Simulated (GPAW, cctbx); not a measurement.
# ScGaS3: deformation density and structure factors from DFT

Question: by how much does bonding change the X-ray structure factors of ScGaS3, how firmly does DFT give the change, and what does a routine refinement make of it?

The cell comes from substitution in a known structure type and wasn't matched to any measured phase. All numbers below are calculated.

**1. Relax the structure**

The density hangs on the geometry, so cell and atoms are relaxed first, with the symmetry held. The cutoff is set higher than for the density because stress converges slowly with plane waves.

Settings: GPAW 26.7.0, PBE, 570 eV, 4×4×1 k-points (along the axes of the calculation cell), Fermi–Dirac width 0.05 eV, BFGS to 0.03 eV/Å.

```text
cell
1.0
     4.094000000    0.000000000    0.000000000
    -2.047000000    3.545508003    0.000000000
     0.000000000    0.000000000   14.342000000
Ga Sc S
2 2 6
Direct
0.333333333 0.666666667 0.250000000
0.666666667 0.333333333 0.750000000
0.000000000 0.000000000 0.000000000
0.000000000 0.000000000 0.500000000
0.333333333 0.666666667 0.080400000
0.333333333 0.666666667 0.419600000
0.000000000 0.000000000 0.250000000
0.666666667 0.333333333 0.919600000
0.000000000 0.000000000 0.750000000
0.666666667 0.333333333 0.580400000
```

```console
$ OMP_NUM_THREADS=1 mpirun -n 4 gpaw python run.py > gpaw.log
```

```text
BFGS:    0      -50.745530        0.518685
BFGS:    1      -50.752827        0.514187
BFGS:    2      -50.795175        0.451051
BFGS:    3      -50.802206        0.427753
...
BFGS:   11      -50.956845        0.154361
BFGS:   12      -50.960337        0.035028
BFGS:   13      -50.960746        0.004127
cell  4.0025 4.0025 15.3307  90.00 90.00 120.00
volume 212.693 A^3, largest force 0.001 eV/A, largest stress 0.03 GPa
```

After 13 steps the volume has changed by +2.2 % and the energy by -0.215 eV; the largest stress left is 0.03 GPa. It took 82 s on 4 cores of AMD EPYC 9B45 (Zen 5) (shared host), peak memory 1.4 GiB.

Relaxed structure: P6_3/mmc (no. 194), a = 4.0025 Å, b = 4.0025 Å, c = 15.3307 Å, α = 90.00°, β = 90.00°, γ = 120.00°.

```csv
atom,mult.,x,y,z
Ga1,2,1/3,2/3,1/4
Sc1,2,0,0,0
S1,4,1/3,2/3,0.0838
S2,2,0,0,1/4
```

**2. The all-electron density**

X-rays see the whole electron density, so the PAW density is rebuilt with its core regions. Subtracting spherical free atoms from the same code cancels the cores and leaves the deformation density Δρ, the part due to bonding.

Settings: PBE, 450 eV, 6×6×2 k-points (along the axes of the calculation cell), Fermi–Dirac width 0.05 eV; primitive cell of 10 atoms.

```console
$ OMP_NUM_THREADS=1 mpirun -n 4 gpaw python run.py > gpaw.log
```

```text
|iter:   1|       0s |  -53.388667 | +0.44 |       |
|iter:   2|       0s |  -52.862071 | -0.62 | -0.95 |
|iter:   3|       1s |  -51.173926 | +0.03 | -1.00 |
...
|iter:  11|       5s |  -50.940821c| -6.21 | -4.41c|
|iter:  12|       6s |  -50.940821c| -6.93 | -5.01c|
|iter:  13|       6s |  -50.940821c| -7.48c| -5.47c|
```

```text
grid (40, 40, 160)  electrons 200.000  moved by bonding 2.493 e
deformation density beyond 0.5 A of the nuclei: max 0.164, min -0.126 e/A^3
atom        x       y       z   Voronoi charge  moment
Ga1    0.3333  0.6667  0.2500      0.348       0.00
Ga2    0.6667  0.3333  0.7500      0.348       0.00
Sc3    0.0000  0.0000  0.0000      0.332       0.00
Sc4    0.0000  0.0000  0.5000      0.332       0.00
S 5    0.3333  0.6667  0.0838     -0.250       0.00
S 6    0.3333  0.6667  0.4162     -0.250       0.00
S 7    0.0000  0.0000  0.2500     -0.181       0.00
S 8    0.6667  0.3333  0.9162     -0.250       0.00
S 9    0.0000  0.0000  0.7500     -0.181       0.00
S 10   0.6667  0.3333  0.5838     -0.250       0.00
mean inner potential of superposed free atoms 14.180 V
total magnetic moment 0.000 muB
```

Deformation density in a plane through the shortest contact of the Ga atom at the origin, in 0.01 e/Å³ (clipped at ±99); x from -1.6 to 3.9 Å, y from 2.4 down to -2.4 Å:

```text
 -6   .   1   2   2  -1  -2  -2  -2  -2  -2  -3  -6  -3   .  -6
  .   .   .  -8  -2  -1  -2  -2  -2  -2  -3  -6  -7   .   .   .
 -6   .   1   2   2  -1  -2  -2  -2  -2  -2  -3  -6  -4   .  -6
 -3   0  10  11   4  -2  -3  -2  -1  -1   1   5   5  -2  -6  -7
 -1   2   6   2  -4  -7  -6  -1   1  -2  -3   6  12   7   0  -3
 -2  -2  -4  -7   .  -1  -7   2   7  -1  -9   .   2   2   0  -2
 -2  -4  -7  -2   .   .  -7   4  12   5   .   . -10  -4  -1  -1
 -2  -2  -4  -7   .  -1  -7   2   7  -1  -9   .   2   2   0  -2
 -1   2   6   2  -4  -7  -6  -1   1  -2  -3   6  12   7   0  -3
 -3   0  10  11   4  -2  -3  -2  -1  -1   1   5   5  -2  -6  -7
 -6   .   1   2   2  -1  -2  -2  -2  -2  -2  -3  -6  -4   .  -6
  .   .   .  -8  -2  -1  -2  -2  -2  -2  -3  -6  -7   .   .   .
 -6   .   1   2   2  -1  -2  -2  -2  -2  -2  -3  -6  -3   .  -6
```

Atoms in or within 0.15 Å of the plane: Ga (3.5, -2.0), Ga (0.0, 0.0), Ga (3.5, 2.0), S (-1.2, -2.0), S (2.3, 0.0), S (-1.2, 2.0) Å. Dots mark points within about 0.45 Å of a nucleus; large values next to them are atomic features.

S gains most (-0.23 e) and Ga loses most (+0.35 e), in averages over each element's sites; S is the most electronegative element, but the order of the others doesn't follow electronegativity. Such charges fall far short of formal ones, since overlapping free atoms already put density on their neighbours. Along the shortest contact from the Ga atom at the map's origin, Ga–S at 2.31 Å, Δρ is +0.10 e/Å³ at the midpoint and highest, +0.12, 1.37 Å from Ga (points within 0.5 Å of a nucleus left out): a bond charge, the mark of covalency, pulled towards S. At the midpoints of other shortest contacts it is +0.08 (Sc–S, 2.64 Å) e/Å³. Point values carry grid noise of about 0.01 e/Å³. The run needed 13 iterations, 13 s.

**3. From the density to structure factors**

The Fourier components of Δρ, added to those of the free atoms, give the static X-ray structure factors; the Mott–Bethe relation turns them into the Fourier components V of the potential that fast electrons feel.

```text
static structure factors of the conventional cell: F in electrons, V (Mott-Bethe) in volts
   h  k  l      d  |F| table  |F| free   |F| DFT   change   |V| free  |V| DFT  change %
   0  0  2  7.6653    20.817    20.713    20.361   -0.351     0.517    0.072    -86.1
   0  0  4  3.8327    89.105    89.170    88.794   -0.376     4.503    4.622      2.6
   1  0  0  3.4663     6.674     6.639     6.694    0.055     1.129    1.115     -1.3
   1  0  1  3.3809    68.516    68.576    68.926    0.350     3.193    3.107     -2.7
   1  0  2  3.1584    22.376    22.316    21.512   -0.804     0.610    0.782     28.3
   1  0  3  2.8686     3.791     3.742     3.135   -0.607     0.970    0.863    -11.1
   1  0  4  2.5708    39.452    39.466    39.767    0.301     2.825    2.782     -1.5
   0  0  6  2.5551    86.993    87.135    87.532    0.398     4.060    4.004     -1.4
   1  0  5  2.2966    60.112    60.059    60.217    0.158     2.351    2.333     -0.8
   1  0  6  2.0567    51.260    51.138    51.088   -0.050     1.993    1.997      0.2
   1  1  0  2.0012   133.445   133.350   132.986   -0.364     5.752    5.784      0.5
   1  1  2  1.9363    18.987    18.829    19.132    0.303     0.119    0.095    -20.5
   0  0  8  1.9163    73.249    73.029    72.415   -0.614     2.548    2.596      1.9
   1  0  7  1.8515    56.051    55.906    55.659   -0.246     1.952    1.970      0.9
```

The largest X-ray change is -0.80 e on 102, 3.6 % of |F|. For electrons V goes as (Z − F)/g², so a change of F counts against Z − F, which is small at low angle and wherever the atoms' terms cancel: |V| of 002 moves by -86.1 % (0.52 to 0.07 V) against -1.7 % in |F|. These compare absolute values; so weak a component may also change sign. The last three rows still change by up to 0.61 e; the table stops while the angles are still low. The tabulated Hartree–Fock atoms differ from the free DFT atoms by up to 0.22 e, so the choice of reference atom matters too.

**4. Convergence**

Cutoff and k-mesh: one is changed at a time, to find what the result needs.

| run | ΔF 102 (e) | ΔF 103 (e) | ΔF 006 (e) | q(S) (e) | moved (e) | time |
| --- | --- | --- | --- | --- | --- | --- |
| 450 eV 6×6×2 | -0.804 | -0.607 | +0.398 | -0.227 | 2.493 | 13 s |
| 250 eV 6×6×2 | -0.806 | -0.604 | +0.396 | -0.224 | 2.479 | 6.8 s |
| 350 eV 6×6×2 | -0.804 | -0.607 | +0.396 | -0.226 | 2.487 | 11 s |
| 750 eV 6×6×2 | -0.804 | -0.608 | +0.397 | -0.226 | 2.499 | 28 s |
| 450 eV 2×2×1 | -0.810 | -0.599 | +0.559 | -0.224 | 2.555 | 7.4 s |
| 450 eV 4×4×1 | -0.793 | -0.603 | +0.425 | -0.224 | 2.478 | 9.1 s |

Within 0.02 e of the base on all three: 250 eV 6×6×2, 350 eV 6×6×2 and 750 eV 6×6×2. The largest error, 0.161 e, comes with 450 eV 2×2×1. Times are from shared hosts.

**5. Refining ordinary atoms against data with bonding**

Routine crystallography fits spherical atoms. To see the bias, intensities are simulated from tabulated atoms plus the DFT change ΔF, so that bonding alone can misfit (6558 reflections of the full sphere, merged to the counts below, to 0.5 Å, 1 % proportional noise plus counting noise, assumed isotropic U as listed, Δρ smeared by the mean U) and refined with cctbx over different ranges.

```
                    range  data      R1  GooF  U Ga1 (true 0.0067)  U Sc1 (true 0.0076)  U S1 (true 0.0083)  U S2 (true 0.0083)  largest shift (Å)  Δρ max, min (e/Å³)
                 all data   391  0.0052  1.42               0.0067               0.0076              0.0083              0.0083             0.0000         0.18, -0.17
 low resolution, d > 0.84    99  0.0053  2.22               0.0065               0.0076              0.0082              0.0082             0.0000         0.16, -0.12
     high order, d < 0.75   258  0.0051  0.98               0.0067               0.0076              0.0083              0.0083             0.0002         0.12, -0.12
occupancies free, d > 0.7   158  0.0052  1.85               0.0066               0.0075              0.0084              0.0084             0.0000         0.17, -0.17
```

With all data GooF is 1.42, so the misfit of spherical atoms stands above the noise; the top residual peak lies 0.62 Å from S and 2.39 Å from Ga. No U is off by more than 3 s.u. at low resolution. With Ga1 held at 1 and the scale free, the other occupancies refine to Sc1 0.996(0.002), S1 1.003(0.002) and S2 1.004(0.003), within three s.u. of full.

**6. Answer**

Bonding moves 2.49 e in the primitive cell of ScGaS3 and changes the structure factors of the conventional cell in the table above by at most 0.80 e (102, 3.6 %), and among reflections above 2 % of the strongest by up to 16.2 % (103). The shortest bond, Ga–S, has Δρ = +0.10 e/Å³ at its midpoint, a covalent bond charge. Within 0.02 e of the base on all three: 250 eV 6×6×2, 350 eV 6×6×2 and 750 eV 6×6×2. The largest error, 0.161 e, comes with 450 eV 2×2×1. With all data GooF is 1.42, so the misfit of spherical atoms stands above the noise. Limits: static density, frozen cores, no spin–orbit coupling.

[Outputs are excerpts: Python notices, other lines and further rows are left out; steps that failed or that the build refused (PBEsol, TPSS) are not shown.]

[Logs are printed without paths, hosts, clocks, repeated set-up lines and the standing remarks that a program may print on its own settings, such as how far it seeks lower states.]
